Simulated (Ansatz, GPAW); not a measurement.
# A 4-layer slab of W(100): work function by functional and basis, part 2 of 2

How far do functional and basis move the work function of a 4-layer slab of W(100)?

GPAW 26.7.0 and Ansatz 0.2.0; GPAW, PAW setups; slab in vacuum (the session's first sound run).

So far, upper work function (eV): step 2 (relaxing the atoms, PBE, GPAW) 4.10; step 3 (plane waves, PBE) 4.10; step 4 (self-consistent run: xc = "LDA") 4.39; step 5 (OptPBE vdW: xc = "optPBE-vdW", GPAW, PAW setups, GPAW) 4.32.

### 6. Self-consistent run: xc = "vdW-DF2"

The same geometry under vdW-DF2, to see how far the functional moves the levels against the vacuum (the van der Waals functionals take revPBE setups).

Input file run.py:

```python
import json
import numpy as np
from ase import Atoms
from gpaw import GPAW, PW

slab = Atoms(
    ['W', 'W', 'W', 'W'],
    positions=[
        [1.58000, 1.58000, 7.00000],
        [0.00000, 0.00000, 8.58000],
        [1.58000, 1.58000, 10.25852],
        [-0.00000, -0.00000, 11.66723]],
    cell=[[3.16, 0.0, 0.0], [0.0, 3.16, 0.0], [0.0, 0.0, 18.74]],
    pbc=[True, True, False])

slab.calc = GPAW(mode=PW(400), xc='vdW-DF2', kpts={'size': (10, 10, 1), 'gamma': True},
                 occupations={'name': 'fermi-dirac', 'width': 0.1}, nbands='140%',
                 convergence={'density': 1e-05}, maxiter=200,
                 poissonsolver={'dipolelayer': 'xy'},
                 symmetry={'tolerance': 1e-3}, txt='slab.txt')
result = {}
energy = slab.get_potential_energy()
fermi = slab.calc.get_fermi_level()
v = slab.calc.get_electrostatic_potential().mean((0, 1)) - fermi
n = slab.calc.get_pseudo_density().mean((0, 1))
L = slab.cell[2, 2]
z = np.arange(len(v)) * L / len(v)
low, high = slab.positions[:, 2].min(), slab.positions[:, 2].max()
below, above = np.interp([low - 4.8, high + 4.8], z, v)
slopes = [np.interp(x, z, np.gradient(v, z)) for x in (low - 4.8, high + 4.8)]
eps = np.array([[slab.calc.get_eigenvalues(k, s) for k in range(len(slab.calc.get_ibz_k_points()))]
                for s in range(slab.calc.get_number_of_spins())]) - fermi
top, bottom = eps[eps < 0].max(), eps[eps > 0].min()
dipole = slab.get_dipole_moment()[2]
print(f'energy {energy:.4f} eV, Fermi level {fermi:.4f} eV, dipole {dipole:.5f} e A')
print(f'potential 4.8 A off the faces, from the Fermi level: lower {below:.4f} eV, upper {above:.4f} eV')
print(f'slope of the potential there: lower {slopes[0]:.5f}, upper {slopes[1]:.5f} eV/A')
print(f'nearest levels on the mesh: {top:.4f} and {bottom:.4f} eV')
print('magnetic moment', round(slab.get_magnetic_moment(), 3))
result.update(energy=energy, fermi=fermi, dipole=dipole, below=below, above=above, slopes=slopes, edges=[top, bottom],
              z=z.tolist(), v=v.tolist(), n=n.tolist(), positions=slab.positions.tolist(),
              forces=slab.get_forces(apply_constraint=False).tolist(), moments=slab.get_magnetic_moments().tolist())
json.dump(result, open('result.json', 'w'))
```

Command:

```bash
$ OMP_NUM_THREADS=1 OPENBLAS_NUM_THREADS=1 python run.py
```

Elapsed: 46 s, on 1 thread of Intel Xeon 6975P-C (Granite Rapids), shared host; peak memory 0.33 GiB.

This step gave:

```
dipole along the normal                    : 0.003123 e·Å
levels nearest the Fermi level on the mesh : -0.001699, 0.03249 eV from the Fermi level
upper work function                        : 4.487 eV
lower work function                        : 4.543 eV
```

The electrostatic potential energy of an electron (without an applied field's), less the Fermi level, planar mean oscillates, so the rows of the table below give means over windows of 0.5 Å about each position, cut where the curve ends. Its maxima inside the range that stand out by 2 % of the span (Å: eV): 7.81: -8.59, 9.37: -7.87, 10.93: -11.9. Its minima: 6.98: -20.0, 8.54: -20.6, 10.31: -20.9, 11.66: -20.5.

Electrostatic potential energy of an electron (without an applied field's), less the Fermi level, planar mean against z; means over each step:

z (Å), electrostatic potential energy of an electron (without an applied field's), less the Fermi level, planar mean (eV) and a bar from the least value:
```
      0.0        4.5 ##############################
      0.5        4.5 ##############################
      1.0        4.5 ##############################
      1.5        4.5 ##############################
      2.0        4.5 ##############################
      2.5        4.5 ##############################
      3.0        4.5 ##############################
      3.5        4.5 ##############################
      4.0        4.5 ##############################
      4.5        4.3 ##############################
      5.0        3.9 #############################
      5.5        2.6 ############################
      6.0       -0.8 #######################
      6.5      -10.1 ############
      7.0      -18.8 
      7.5      -12.2 #########
      8.0      -11.1 ##########
      8.5      -19.2 
      9.0      -13.7 #######
      9.5       -8.9 #############
     10.0      -17.0 ###
     10.5      -18.1 #
     11.0      -12.9 ########
     11.5      -18.7 #
     12.0      -14.2 ######
     12.5       -3.1 ####################
     13.0        1.9 ###########################
     13.5        3.5 #############################
     14.0        4.1 #############################
     14.5        4.4 ##############################
     15.0        4.4 ##############################
     15.5        4.5 ##############################
     16.0        4.5 ##############################
     16.5        4.5 ##############################
     17.0        4.5 ##############################
     17.5        4.5 ##############################
     18.0        4.5 ##############################
     18.5        4.5 ##############################
```

The upper face's work function is 4.487 eV, against 4.100 eV in the first plane-wave PBE run at this geometry.

### 7. Real-space grid: mode = "fd"

A real-space grid is a second complete basis, so it checks the plane-wave result.

run.py, as its differences from that of step 6:

```diff
@@ -3,3 +3,3 @@
 from ase import Atoms
-from gpaw import GPAW, PW
+from gpaw import GPAW
 
@@ -15,3 +15,3 @@
 
-slab.calc = GPAW(mode=PW(400), xc='vdW-DF2', kpts={'size': (10, 10, 1), 'gamma': True},
+slab.calc = GPAW(mode='fd', h=0.18, xc='PBE', kpts={'size': (10, 10, 1), 'gamma': True},
                  occupations={'name': 'fermi-dirac', 'width': 0.1}, nbands='140%',
```

Elapsed: 3.1 min, on 1 thread; peak memory 0.72 GiB.

This step gave:

| Item | Value |
| --- | --- |
| dipole along the normal | 0.004535 e·Å |
| levels nearest the Fermi level on the mesh | -0.03752, 0.01240 eV from the Fermi level |
| upper work function | 4.099 eV |
| lower work function | 4.181 eV |

The upper face's work function is 4.099 eV, against 4.100 eV in the first plane-wave PBE run at this geometry.

### 8. Atomic orbitals: mode = "lcao"

Atom-centred orbitals end a few angstrom from the surface, which tests how much the density's tail matters.

run.py, as its differences from that of step 7:

```diff
@@ -15,4 +15,4 @@
 
-slab.calc = GPAW(mode='fd', h=0.18, xc='PBE', kpts={'size': (10, 10, 1), 'gamma': True},
-                 occupations={'name': 'fermi-dirac', 'width': 0.1}, nbands='140%',
+slab.calc = GPAW(mode='lcao', basis='dzp', h=0.18, xc='PBE', kpts={'size': (10, 10, 1), 'gamma': True},
+                 occupations={'name': 'fermi-dirac', 'width': 0.1}, nbands='120%',
                  convergence={'density': 1e-05}, maxiter=200,
```

Run time: 9.2 min. Hardware: 1 thread; peak memory 0.34 GiB.

This step gave:

```
dipole along the normal                    : 0.004839 e·Å
levels nearest the Fermi level on the mesh : -0.03059, 0.005690 eV from the Fermi level
upper work function                        : 4.076 eV
lower work function                        : 4.164 eV
```

The electrostatic potential energy of an electron (without an applied field's), less the Fermi level, planar mean oscillates, so the rows of the table below give means over windows of 1 Å about each position, cut where the curve ends. Its maxima inside the range that stand out by 2 % of the span (Å: eV): 7.7: -8.52, 9.5: -7.59, 11.0: -11.9. Its minima: 7.0: -19.9, 8.6: -20.4, 10.3: -20.8, 11.6: -20.3.

Table of electrostatic potential energy of an electron (without an applied field's), less the Fermi level, planar mean by z; means over each step:

```tsv
z (Å)	electrostatic potential energy of an electron (without an applied field's), less the Fermi level, planar mean (eV)
0	4.16
1	4.16
2	4.16
3	4.16
4	4.10
5	3.55
6	-1.51
7	-16.2
8	-12.4
9	-13.7
10	-15.7
11	-14.7
12	-13.2
13	1.45
14	3.79
15	4.05
16	4.07
17	4.08
18	4.08
```

The upper face's work function is 4.076 eV, against 4.100 eV in the first plane-wave PBE run at this geometry.

### 9. The ladder

Times are for 1 thread of Intel Xeon 6975P-C (Granite Rapids), shared host. Results by setting:

```tsv
no.	run	upper work function (eV)	lower work function (eV)	time	memory (GiB)
1	pw	4.100	4.182	33 s	0.22
2	LDA	4.395	4.467	33 s	0.22
3	optPBE vdW	4.321	4.386	44 s	0.33
4	vdW DF2	4.487	4.543	46 s	0.33
5	fd	4.099	4.181	3.1 min	0.72
6	lcao	4.076	4.164	9.2 min	0.34
```

### 10. A second plane-wave code

A second program with its own datasets checks the number independently.

This step: Ansatz plane waves; slab in vacuum with a dipole correction (Ansatz 0.2.0).

Input file input.yaml:

```yaml
crystal:
  lattice:
    - [3.16, 0.0, 0.0]
    - [0.0, 3.16, 0.0]
    - [0.0, 0.0, 18.74]
  atoms:
    - { symbol: W, position: [0.5, 0.5, 0.3735325507] }
    - { symbol: W, position: [0.0, 0.0, 0.4578441836] }
    - { symbol: W, position: [0.5, 0.5, 0.547412997] }
    - { symbol: W, position: [0.0, 0.0, 0.6225842313] }
kpoints:
  mp_grid: { grid: [10, 10, 1] }
hamiltonian:
  xc: pbe
scf:
  occupations: { method: fermi_dirac, width: 0.1 }
efield:
  axis: 3
  dipole_correction: true
  ramp_width: 0.05
output:
  forces: true
  write_potential: true
  write_density: true
  volumetric_format: npy
```

Command:

```bash
$ ansatz run input.yaml --threads 4 --pin off --max-ram 8192MiB --backend cpu --events-out ev --progress --plain --runs-dir out
```

Run time: 1.9 s. Hardware: 4 threads; peak memory 0.56 GiB.

Numbers from this step:

| Item | Value |
| --- | --- |
| free energy | -41534.1901 eV |
| smearing term TS | 0.1713 eV |
| symmetry operations | 8 |
| upper work function | 4.097 eV |
| lower work function | 4.178 eV |
| dipole along the normal | 0.004470 e·Å |
| dipole field | 0.004322 V/Å |
| vacuum level above | 9.066 eV |
| vacuum level below | 9.147 eV |

The electrostatic potential energy of an electron (with the applied field's), less the Fermi level, planar mean oscillates, so the rows of the table below give means over windows of 1 Å about each position, cut where the curve ends. Its maxima inside the range that stand out by 2 % of the span (Å: eV): 7.8: -8.91, 9.4: -8.01, 11.0: -12.2. Its minima: 7.0: -14.7, 8.6: -15.1, 10.2: -15.4, 11.6: -15.1.

The electrostatic potential energy of an electron (with the applied field's), less the Fermi level, planar mean by z; means over each step:

z (Å), electrostatic potential energy of an electron (with the applied field's), less the Fermi level, planar mean (eV) and a bar from the least value:
```
        0        4.2 ##############################
        1        4.2 ##############################
        2        4.2 ##############################
        3        4.2 ##############################
        4        4.1 ##############################
        5        3.5 #############################
        6       -1.6 ####################
        7      -12.9 #
        8      -11.2 ####
        9      -11.7 ###
       10      -12.9 #
       11      -13.3 
       12      -10.8 ####
       13        1.4 #########################
       14        3.8 #############################
       15        4.1 ##############################
       16        4.1 ##############################
       17        4.1 ##############################
       18        4.1 ##############################
```

The valence density, planar mean oscillates, so the rows of the table below give means over windows of 1 Å about each position, cut where the curve ends. Its maxima inside the range that stand out by 2 % of the span (Å: e/Å³): 7.0: 1.09, 8.5: 1.09, 10.4: 1.12, 11.6: 1.11. Its minima: 7.8: 0.594, 9.4: 0.497, 11.0: 0.772.

Table of valence density, planar mean by z; means over each step:

```tsv
z (Å)	valence density, planar mean (e/Å³)
2	2.3e-5
3	2.1e-4
4	0.00192
5	0.0171
6	0.219
7	0.967
8	0.811
9	0.829
10	0.934
11	0.929
12	0.809
13	0.0817
14	0.00798
15	8.9e-4
16	1.0e-4
```

Force by atom:

```tsv
atom	x (eV/Å)	y (eV/Å)	z (eV/Å)	size
W1	0.00	0.00	1.77	1.77
W2	0.00	0.00	-1.74	1.74
W3	0.00	0.00	0.01	0.01
W4	0.00	0.00	-0.04	0.04
```

The upper face's work function is 4.097 eV, against 4.100 eV in the first plane-wave PBE run at this geometry.

### 11. Side by side

Results and costs are gathered.

This step: comparison of work functions, dipole and cost (GPAW 26.7.0).

Ladder, by row:

```tsv
step	code	work function, upper (eV)	work function, lower (eV)	dipole (e Å)	wall time (s)	peak memory (GiB)	threads
pw	GPAW	4.1	4.182	0.00459	33.22	0.22	1
LDA	GPAW	4.395	4.467	0.004046	32.83	0.22	1
optPBE-vdW	GPAW	4.321	4.386	0.003678	44.29	0.33	1
vdW-DF2	GPAW	4.487	4.543	0.003123	46.4	0.33	1
fd	GPAW	4.099	4.181	0.004535	185.6	0.72	1
lcao	GPAW	4.076	4.164	0.004839	551.7	0.34	1
ansatz	Ansatz	4.097	4.178	0.00447	1.86	0.559	4
```

### 12. Outcome

- work function, upper and lower face: 4.100 and 4.182 eV
- dipole along the normal: 0.00459 e Å

**Reading.** With plane waves and PBE the work function is 4.10 eV on the upper face and 4.18 eV on the lower. The two faces differ by 0.082 eV, the step that the slab's dipole makes (e p/(ε0 A) gives 0.083 eV), so the dipole layer is needed. The lowest atoms were held at bulk positions, which alone makes the faces unlike. Over the sound runs of the table the upper face's work function spans 4.076 (lcao) to 4.487 eV (vdW-DF2). The two plane-wave codes differ by 0.0027 eV on the upper face. The slab is only 4.7 Å thick between its outer nuclei, so the values belong to this film more than to the surface of the bulk metal. The in-plane lattice was kept as typed, which isn't the functional's own and leaves some strain; spin-orbit coupling and temperature are left out.

[Logs are printed without paths, hosts, clocks, repeated set-up lines and the standing remarks that a program may print on its own settings, such as how far it seeks lower states.]

[Hosts, paths, dates, database ids (printed as entryN), source tags and the programs' standing remarks are cut or masked in the printed files.]
